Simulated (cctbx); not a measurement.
**SrGaPb2O4F with cctbx, script by script**

Library: cctbx 2025.11. The data are simulated by the first script.

## 1. Simulate the data

run.py:

```python
from cctbx import adptbx, crystal, miller, sgtbx, xray
from cctbx.array_family import flex
from iotbx.shelx import hklf
from scitbx import matrix
import scitbx.random

cs = crystal.symmetry(unit_cell=(6.925, 6.925, 11.453, 90, 90, 90), space_group_symbol='Hall: -I 4 2c')  # I4/mcm
atoms = [  # label, site, U (iso, or U11 U22 U33 U12 U13 U23 in A^2), occupancy
    ("Pb1", (0.664, 0.164, 0), (0.0061, 0.0061, 0.0065, 0.0007, 0.0000, 0.0000), 1),
    ("Sr1", (0.5, 0.5, 0.25), (0.0093, 0.0093, 0.0089, 0.0000, 0.0000, 0.0000), 1),
    ("Ga1", (0.5, 0, 0.25), (0.0090, 0.0090, 0.0086, 0.0000, 0.0000, 0.0000), 1),
    ("F1", (0, 0, 0), (0.0129, 0.0129, 0.0106, -0.0000, 0.0000, 0.0000), 1),
    ("O1", (0.1517, 0.6517, 0.1447), (0.0131, 0.0131, 0.0161, 0.0005, -0.0007, -0.0007), 1),
]
xs = xray.structure(crystal_symmetry=cs)
for label, site, u, occ in atoms:
    u = adptbx.u_cif_as_u_star(cs.unit_cell(), u) if isinstance(u, tuple) else u
    xs.add_scatterer(xray.scatterer(label, site=site, u=u, occupancy=occ))
xs.set_inelastic_form_factors(0.71073, "sasaki")
xs.show_summary()
p1 = xs.expand_to_p1()
ms = miller.build_set(p1, anomalous_flag=True, d_min=0.6)
flex.set_random_seed(753616)
scitbx.random.set_random_seed(753616)
ms = ms.select(flex.random_double(ms.size()) < 0.95)
i = ms.structure_factors_from_scatterers(p1, algorithm="direct").f_calc().as_intensity_array().data()
i = i * 20000 / flex.max(i)
sig = flex.sqrt(i + flex.pow2(0.06 * i) + 2 ** 2)
noise = scitbx.random.variate(scitbx.random.normal_distribution())(i.size())
data = ms.array(data=i + sig * noise, sigmas=sig).set_observation_type_xray_intensity()
with open("data.hkl", "w") as f:
    data.export_as_shelx_hklf(f)
print("reflections written:", data.size(), " <I/sigma> = %.1f" % flex.mean(data.data() / data.sigmas()))
for h, a, b in list(data.sort("data"))[:12]:
    print("%4d%4d%4d %9.1f %7.1f" % (h + (a, b)))
```

```console
$ python run.py
```

```text
Number of scatterers: 5
At special positions: 5
Unit cell: (6.925, 6.925, 11.453, 90, 90, 90)
Space group: I 4/m c m (No. 140)
reflections written: 10115  <I/sigma> = 4.8
   0   0   4   22355.1  1208.3
   0   0  -4   20773.6  1208.3
   0   0  -8   16873.1   923.5
   0   0   8   14224.3   923.5
   0  -6   0   12717.6   703.9
  -6   0   0   11224.0   703.9
  -3   3   0    9626.3   542.8
  -3  -3   0    9271.8   542.8
   0  -6  -4    9251.6   503.0
   3  -3   0    9234.5   542.8
   1  -2   3    8921.5   494.5
   2   1  -3    8866.4   494.5
```

It took 0.26 s on 1 thread of Arm Neoverse V2, on a shared host, peak memory 0.07 GiB.

## 2. Symmetry

run.py:

```python
from cctbx import crystal, sgtbx, statistics
from cctbx.array_family import flex
from iotbx.shelx import hklf

p1 = crystal.symmetry(unit_cell=(6.925, 6.925, 11.453, 90, 90, 90), space_group_symbol="P 1")
raw = hklf.reader(file_name="data.hkl").as_miller_arrays(crystal_symmetry=p1, anomalous=True)[0]
print(raw.size(), "reflections to d = %.3f A" % raw.d_min())
isig = raw.data() / raw.sigmas()
print("centring   violations  <I/sigma> of those")
best = "P"
for c in "ABCIRF":
    a = raw.customized_copy(space_group_info=sgtbx.space_group_info("Hall: %s 1" % c)).sys_absent_flags().data()
    m = flex.mean(isig.select(a))
    print("%5s %10d of %5d %8.1f" % (c, (isig.select(a) > 4).count(True), a.count(True), m))
    if (isig.select(a) > 4).count(True) < 0.01 * a.count(True):
        best = c
raw = raw.select(~raw.customized_copy(space_group_info=sgtbx.space_group_info("Hall: %s 1" % best)).sys_absent_flags().data())
isig = raw.data() / raw.sigmas()
rows = []
for s in sgtbx.space_group_symbol_iterator():
    g = sgtbx.space_group(s)
    if g.conventional_centring_type_symbol() != best or not g.is_compatible_unit_cell(p1.unit_cell(), 1e-3, 0.02):
        continue
    rows.append((s, g))
print("Laue class    unique    Rint  (classes that these axes allow; Friedel mates merged)")
rint = {}
for s, g in rows:
    laue = g.build_derived_patterson_group()
    key = laue.type().hall_symbol()
    if key not in rint:
        m = raw.customized_copy(space_group_info=laue.info(), anomalous_flag=False).merge_equivalents()
        rint[key] = m.r_int()
        print("%-14s %6d %7.3f" % (laue.type().lookup_symbol(), m.array().size(), m.r_int()))
floor = min(rint.values())
good = [(s, g) for s, g in rows if rint[g.build_derived_patterson_group().type().hall_symbol()] < 2 * floor + 0.03]
top = max(g.build_derived_patterson_group().order_z() for s, g in good)
print("space group    extra absences  I>4sigma  <I/sigma>")
for s, g in good:
    laue = g.build_derived_patterson_group()
    if laue.order_z() != top:
        continue
    a = raw.customized_copy(space_group_info=g.info()).sys_absent_flags().data()
    a &= ~raw.customized_copy(space_group_info=laue.info()).sys_absent_flags().data()
    bad = (isig.select(a) > 4).count(True)
    if bad <= 0.03 * a.count(True):
        print("%-16s %8d %10d %9s  %s" % (s.universal_hermann_mauguin(), a.count(True), bad, "%.1f" % flex.mean(isig.select(a)) if a.count(True) else "-", "centric" if g.is_centric() else "acentric"))
laue = max(good, key=lambda t: t[1].build_derived_patterson_group().order_z())[1].build_derived_patterson_group()
f = raw.customized_copy(space_group_info=laue.info(), anomalous_flag=False).merge_equivalents().array().eliminate_sys_absent().f_sq_as_f()
f.set_observation_type_xray_amplitude()
bins = max(3, min(8, f.size() // 12))
f.setup_binner(n_bins=bins)
w = statistics.wilson_plot(f, {e: n / laue.order_z() for e, n in {'Pb': 8.0, 'Sr': 4.0, 'Ga': 4.0, 'F': 4.0, 'O': 16.0}.items()}, e_statistics=True)
print("Wilson B = %.2f A^2   <|E^2-1|> = %.3f (0.968 centric, 0.736 acentric)   E^2>4: %.1f %%" % (w.wilson_b, w.mean_e_sq_minus_1, w.percent_e_sq_gt_2))
print("shell (A)         n   <I/sigma>")
m = raw.customized_copy(space_group_info=laue.info(), anomalous_flag=False).merge_equivalents().array().eliminate_sys_absent()
for b in m.setup_binner(n_bins=bins).range_used():
    sel = m.binner().selection(b)
    print("%5.2f - %4.2f %6d %8.1f" % (min(m.binner().bin_d_range(b)[0] if m.binner().bin_d_range(b)[0] > 0 else 99, 99), m.binner().bin_d_range(b)[1], sel.count(True), flex.mean((m.data() / m.sigmas()).select(sel))))
```

```console
$ python run.py
```

```text
10115 reflections to d = 0.601 A
centring   violations  <I/sigma> of those
    A       1977 of  5077      5.0
    B       1973 of  5065      5.0
    C       1420 of  5092      3.9
    I          0 of  5048     -0.0
    R       2482 of  6705      4.8
    F       2685 of  7617      4.7
Laue class    unique    Rint  (classes that these axes allow; Friedel mates merged)
I 1 2/m 1        1417   0.047
I 1 1 2/m        1387   0.048
I 2/m 1 1        1418   0.048
I m m m           783   0.051
I 4/m             698   0.052
I 4/m m m         426   0.053
space group    extra absences  I>4sigma  <I/sigma>
I 4 2 2                 0          0         -  acentric
I 4 m m                 0          0         -  acentric
I 4 c m               344          0      -0.1  acentric
I -4 m 2                0          0         -  acentric
I -4 c 2              344          0      -0.1  acentric
I -4 2 m                0          0         -  acentric
I 4/m m m               0          0         -  centric
I 4/m c m             344          0      -0.1  centric
Wilson B = 0.61 A^2   <|E^2-1|> = 0.806 (0.968 centric, 0.736 acentric)   E^2>4: 0.0 %
shell (A)         n   <I/sigma>
 5.93 - 1.20     66     29.0
 1.20 - 0.95     54     31.2
 0.95 - 0.83     51     32.3
 0.83 - 0.76     54     31.1
 0.76 - 0.70     49     30.6
 0.70 - 0.66     53     28.1
 0.66 - 0.63     47     29.5
 0.63 - 0.60     52     30.9
```

Time: 0.27 s.

## 3. Charge flipping

run.py:

```python
import itertools
from cctbx import crystal, maptbx
from cctbx.array_family import flex
from iotbx.shelx import hklf
from smtbx.ab_initio import charge_flipping as cf

cs = crystal.symmetry(unit_cell=(6.925, 6.925, 11.453, 90, 90, 90), space_group_symbol='Hall: -I 4 2c')  # I4/mcm
raw = hklf.reader(file_name="data.hkl").as_miller_arrays(crystal_symmetry=cs, anomalous=True)[0]
merged = raw.eliminate_sys_absent().merge_equivalents()
fo2 = merged.array().set_observation_type_xray_intensity()
f = fo2.average_bijvoet_mates().f_sq_as_f().resolution_filter(d_min=0.6)
p1 = f.expand_to_p1()
p1.setup_binner_counting_sorted(reflections_per_bin=max(40, p1.size() // 12))
work = p1.array(data=p1.data() / p1.amplitude_quasi_normalisations().data())
flex.set_random_seed(64580)
it = cf.weak_reflection_improved_iterator(delta=None, weak_reflection_fraction=0.2)
it.start(work, phases=flex.random_double(p1.size()) * 6.2832, f_000=0)
it.delta = 4 * it.rho_map.sigma()
print("cycle      R  skewness")
for n, st in enumerate(itertools.islice(it, 100)):
    if n % 8 == 0:
        print("%5d %6.3f %8.2f" % (n, st.r1_factor(), st.rho_map.skewness()))
rho = p1.phase_transfer(it.f_calc).fft_map().apply_volume_scaling()
polish = cf.low_density_elimination_iterator(constant_rho_c=rho.sigma())
polish.start(f_obs=p1, phases=it.f_calc, f_000=0)
for _ in range(8):
    next(polish)
print("origin shift          correlation  skewness")
maps = []
for fc, shift, cc in itertools.islice(cf.f_calc_symmetrisations(f, polish.f_calc, 0), 4):
    m = f.phase_transfer(fc).fft_map(symmetry_flags=maptbx.use_space_group_symmetry, resolution_factor=0.25).apply_sigma_scaling()
    maps.append((m.skewness(), cc, m))
    print("%6.3f %6.3f %6.3f %10.3f %9.2f" % (tuple(shift) + (cc, m.skewness())))
skew, cc, m = max((t for t in maps if t[1] > maps[0][1] - 0.04), key=lambda t: t[0])
print("taken: symmetry correlation %.3f, skewness %.2f" % (cc, skew))
peaks = m.peak_search(parameters=maptbx.peak_search_parameters(min_distance_sym_equiv=0.9, max_clusters=10)).all()
sps = cs.special_position_settings(min_distance_sym_equiv=0.5)
print("peak      x       y       z  mult  height/sigma")
for k, (x, h) in enumerate(zip(peaks.sites(), peaks.heights())):
    ss = sps.site_symmetry(x)
    print("Q%-3d %7.4f %7.4f %7.4f %4d %8.1f" % ((k + 1,) + tuple(t % 1 for t in ss.exact_site()) + (ss.multiplicity(), h)))
```

```console
$ python run.py
```

```text
cycle      R  skewness
    0  0.050    -0.03
    8  0.012    -0.04
   16  0.012    -0.04
   24  0.012    -0.04
   32  0.012    -0.04
   40  0.012    -0.04
   48  0.012    -0.04
   56  0.012    -0.04
   64  0.012    -0.04
   72  0.012    -0.04
   80  0.012    -0.04
   88  0.012    -0.04
   96  0.012    -0.04
origin shift          correlation  skewness
 0.332  0.670  0.320      0.729      0.88
 0.335  0.829  0.318      0.720      0.66
 0.363  0.710  0.321      0.730      1.16
 0.419  0.410  0.068      0.710      0.73
taken: symmetry correlation 0.730, skewness 1.16
peak      x       y       z  mult  height/sigma
Q1    0.1627  0.3373  0.3891   16      9.5
Q2    0.0000  0.5000  0.1213    8      5.9
Q3    0.0000  0.5000  0.2500    4      4.8
Q4    0.0367  0.1660  0.3831   32      4.5
Q5    0.1370  0.3630  0.1631   16      3.4
Q6    0.1717  0.1840  0.0000   16      3.4
Q7    0.0000  0.1582  0.2500   16      2.7
Q8    0.1558  0.3442  0.5000    8      2.6
Q9    0.0130  0.2969  0.0000   16      2.4
Q10   0.0000  0.0000  0.2500    4      2.3
```

Time: 0.55 s.

This run holds a fault made on purpose: flipping threshold far too high.

## 4. Charge flipping

run.py, as its changes from the last script of this kind:

```diff
@@ -18 +18 @@
-it.delta = 4 * it.rho_map.sigma()
+it.delta = 0.9 * it.rho_map.sigma()
```

```console
$ python run.py
```

```text
cycle      R  skewness
    0  0.651     0.20
    8  0.419     1.32
   16  0.429     1.48
   24  0.428     1.61
   32  0.421     1.79
   40  0.424     1.82
   48  0.438     1.82
   56  0.444     1.94
   64  0.433     1.99
   72  0.436     1.96
   80  0.428     1.99
   88  0.427     2.03
   96  0.439     2.04
origin shift          correlation  skewness
 0.032  0.020  0.034      0.722      0.61
 0.078  0.659  0.284      0.705      1.25
 0.084  0.063  0.034      0.703      0.61
 0.070 -0.006  0.035      0.709      0.40
taken: symmetry correlation 0.705, skewness 1.25
peak      x       y       z  mult  height/sigma
Q1    0.0000  0.5000  0.0593    8      9.9
Q2    0.1721  0.3279  0.3159   16      6.2
Q3    0.0000  0.5000  0.1398    8      4.6
Q4    0.1599  0.1640  0.1871   32      4.5
Q5    0.0726  0.4274  0.5000    8      4.0
Q6    0.0000  0.0000  0.0733    8      4.0
Q7    0.0685  0.4315  0.0000    8      4.0
Q8    0.0000  0.3159  0.2500   16      3.6
Q9    0.1586  0.3414  0.1277   16      3.3
Q10   0.0463  0.4537  0.2192   16      3.3
```

Time: 0.55 s.

## 5. Charge flipping

run.py, as its changes from the last script of this kind:

```diff
@@ -13,3 +13,2 @@
-p1.setup_binner_counting_sorted(reflections_per_bin=max(40, p1.size() // 12))
-work = p1.array(data=p1.data() / p1.amplitude_quasi_normalisations().data())
-flex.set_random_seed(64580)
+work = p1
+flex.set_random_seed(64581)
@@ -20,2 +19,2 @@
-for n, st in enumerate(itertools.islice(it, 100)):
-    if n % 8 == 0:
+for n, st in enumerate(itertools.islice(it, 200)):
+    if n % 16 == 0:
```

```console
$ python run.py
```

```text
cycle      R  skewness
    0  0.637     0.35
   16  0.434     2.21
   32  0.439     2.85
   48  0.369    10.89
   64  0.282    10.45
   80  0.275    10.23
   96  0.262    10.13
  112  0.268     9.98
  128  0.267     9.97
  144  0.273     9.86
  160  0.267     9.91
  176  0.271    10.00
  192  0.271    10.13
origin shift          correlation  skewness
 0.161  0.969  0.017      0.755      7.17
 0.175  0.681  0.015      0.748      1.39
 0.172  0.001  0.330      0.730      1.60
 0.170  0.674  0.330      0.722      0.83
taken: symmetry correlation 0.755, skewness 7.17
peak      x       y       z  mult  height/sigma
Q1    0.1656  0.3344  0.5000    8     22.3
Q2    0.0000  0.5000  0.2500    4      9.1
Q3    0.0000  0.0000  0.2500    4      6.8
Q4    0.0000  0.0000  0.0000    4      3.4
Q5    0.1665  0.3335  0.1619   16      2.5
Q6    0.0000  0.5000  0.1481    8      2.4
Q7    0.0775  0.1279  0.5000   16      2.3
Q8    0.2082  0.2918  0.0000    8      2.0
Q9    0.0251  0.3402  0.0607   32      1.9
Q10   0.0000  0.5000  0.4567    8      1.8
```

Time: 0.61 s.

## 6. Refinement (model from the peaks)

run.py:

```python
import math
from cctbx import adptbx, crystal, maptbx, sgtbx, xray
from cctbx.array_family import flex
from cctbx.xray import observations
from iotbx.shelx import hklf
from scitbx.lstbx import normal_eqns_solving
from smtbx import absolute_structure, utils
from smtbx.refinement import constraints, least_squares

cs = crystal.symmetry(unit_cell=(6.925, 6.925, 11.453, 90, 90, 90), space_group_symbol='Hall: -I 4 2c')  # I4/mcm
atoms = [  # label, site, U (iso, or U11 U22 U33 U12 U13 U23 in A^2), occupancy
    ("Pb1", (0.1656, 0.3344, 0.5), 0.0200, 1),
    ("Sr1", (0, 0.5, 0.25), 0.0200, 1),
    ("Ga1", (0, 0, 0.25), 0.0200, 1),
    ("F1", (0, 0, 0), 0.0200, 1),
    ("O1", (0.1665, 0.3335, 0.1619), 0.0200, 1),
]
xs = xray.structure(crystal_symmetry=cs)
for label, site, u, occ in atoms:
    u = adptbx.u_cif_as_u_star(cs.unit_cell(), u) if isinstance(u, tuple) else u
    xs.add_scatterer(xray.scatterer(label, site=site, u=u, occupancy=occ))
xs.set_inelastic_form_factors(0.71073, "sasaki")
raw = hklf.reader(file_name="data.hkl").as_miller_arrays(crystal_symmetry=cs, anomalous=True)[0]
merged = raw.eliminate_sys_absent().merge_equivalents()
fo2 = merged.array().set_observation_type_xray_intensity()
print("Rint %.3f, %d unique reflections to %.2f A" % (merged.r_int(), fo2.size(), fo2.d_min()))
for sc in xs.scatterers():
    sc.flags.set_grad_site(True)
    sc.flags.set_grad_u_aniso(sc.flags.use_u_aniso())
    sc.flags.set_grad_u_iso(sc.flags.use_u_iso())
obs = fo2.as_xray_observations()
extra = {}
rep = constraints.reparametrisation(xs, [], utils.connectivity_table(xs), **extra)
ls = least_squares.crystallographic_ls(obs, rep, weighting_scheme=least_squares.mainstream_shelx_weighting(a=0, b=0))
print("cycle     R1     wR2    GooF  max shift (A)")
for cycle in range(6):
    ls.build_up()
    r1, wr2, goof = ls.r1_factor(cutoff_factor=2)[0], ls.wR2(), ls.goof()
    old = xs.sites_cart()
    normal_eqns_solving.levenberg_marquardt_iterations(ls, n_max_iterations=3, tau=0.0001, step_threshold=1e-7)
    big = flex.max((xs.sites_cart() - old).norms())
    print("%4d %7.4f %7.4f %7.3f %9.5f" % (cycle + 1, r1, wr2, goof, big))
    ls.build_up(objective_only=True)
    if abs(ls.wR2() - wr2) < 5e-5 and big < 5e-4:
        break
ls.build_up()
print("final R1 %.4f wR2 %.4f GooF %.3f  parameters %d  data/parameter %.1f" % (ls.r1_factor(cutoff_factor=2)[0], ls.wR2(), ls.goof(), ls.n_parameters, fo2.size() / ls.n_parameters))
cov = ls.covariance_matrix_and_annotations()
su = dict(zip(cov.annotations, (math.sqrt(max(v, 0)) for v in cov.matrix.matrix_packed_u_diagonal())))
a2 = cs.unit_cell().reciprocal_parameters()[0] ** -2
print("atom        x        y        z      Ueq    occ   su(xyz)  su(Uiso or U11)")
for sc in xs.scatterers():
    s = max(su.get(sc.label + k, 0) for k in (".x", ".y", ".z"))
    npd = "" if sc.is_positive_definite_u(cs.unit_cell()) else "  NPD"
    print("%-5s %8.5f %8.5f %8.5f %8.4f %6.3f %8.5f %7.4f%s" % ((sc.label,) + sc.site + (sc.u_iso_or_equiv(cs.unit_cell()), sc.occupancy, s, su.get(sc.label + ".uiso", su.get(sc.label + ".u11", 0) * a2), npd)))
fo = fo2.f_sq_as_f()
fc = fo.structure_factors_from_scatterers(xs, algorithm="direct").f_calc()
diff = fo.f_obs_minus_f_calc(1 / math.sqrt(ls.scale_factor()), fc).average_bijvoet_mates()
m = diff.fft_map(symmetry_flags=maptbx.use_space_group_symmetry, resolution_factor=0.25).apply_volume_scaling()
print("difference map: max %.2f min %.2f rms %.2f" % (m.statistics().max(), m.statistics().min(), m.statistics().sigma()))
peaks = m.peak_search(parameters=maptbx.peak_search_parameters(min_distance_sym_equiv=0.6, max_clusters=5)).all()
near = xs.closest_distances(peaks.sites(), distance_cutoff=4)
sps = cs.special_position_settings(min_distance_sym_equiv=0.5)
for k, (x, h) in enumerate(zip(peaks.sites(), peaks.heights())):
    ss = sps.site_symmetry(x)
    print("Q%-3d %7.4f %7.4f %7.4f %4d %7.2f  %.2f A from %s" % ((k + 1,) + tuple(t % 1 for t in ss.exact_site()) + (ss.multiplicity(), h, near.smallest_distances[k], xs.scatterers()[near.i_seqs[k]].label)))
```

```console
$ python run.py
```

```text
Rint 0.053, 381 unique reflections to 0.60 A
cycle     R1     wR2    GooF  max shift (A)
   1  0.2081  0.4701  18.470   0.23818
   2  0.0253  0.0782   3.073   0.00522
   3  0.0253  0.0782   3.071   0.00000
final R1 0.0253 wR2 0.0782 GooF 3.071  parameters 8  data/parameter 47.6
atom        x        y        z      Ueq    occ   su(xyz)  su(Uiso or U11)
Pb1    0.16401  0.33599  0.50000   0.0060  1.000  0.00003  0.0001
Sr1    0.00000  0.50000  0.25000   0.0154  1.000  0.00000  0.0003
Ga1    0.00000  0.00000  0.25000   0.0026  1.000  0.00000  0.0002
F1     0.00000  0.00000  0.00000   0.0093  1.000  0.00000  0.0013
O1     0.15130  0.34870  0.14509   0.0129  1.000  0.00065  0.0011
difference map: max 6.80 min -4.13 rms 0.56
Q1    0.0000  0.0000  0.2500    4    6.88  0.00 A from Ga1
Q2    0.1281  0.3719  0.5000    8    3.84  0.35 A from Pb1
Q3    0.2038  0.2962  0.5000    8    3.75  0.39 A from Pb1
Q4    0.0845  0.2473  0.5000   16    1.41  0.83 A from Pb1
Q5    0.0474  0.4526  0.5000    8    1.36  1.14 A from Pb1
```

It took 0.42 s on 1 thread of Arm Neoverse V2, on a shared host, peak memory 0.09 GiB.

Figures of merit this high mean that the model is still wrong or incomplete.

[Logs are printed without paths, hosts, clocks, repeated set-up lines and the standing remarks that a program may print on its own settings, such as how far it seeks lower states.]
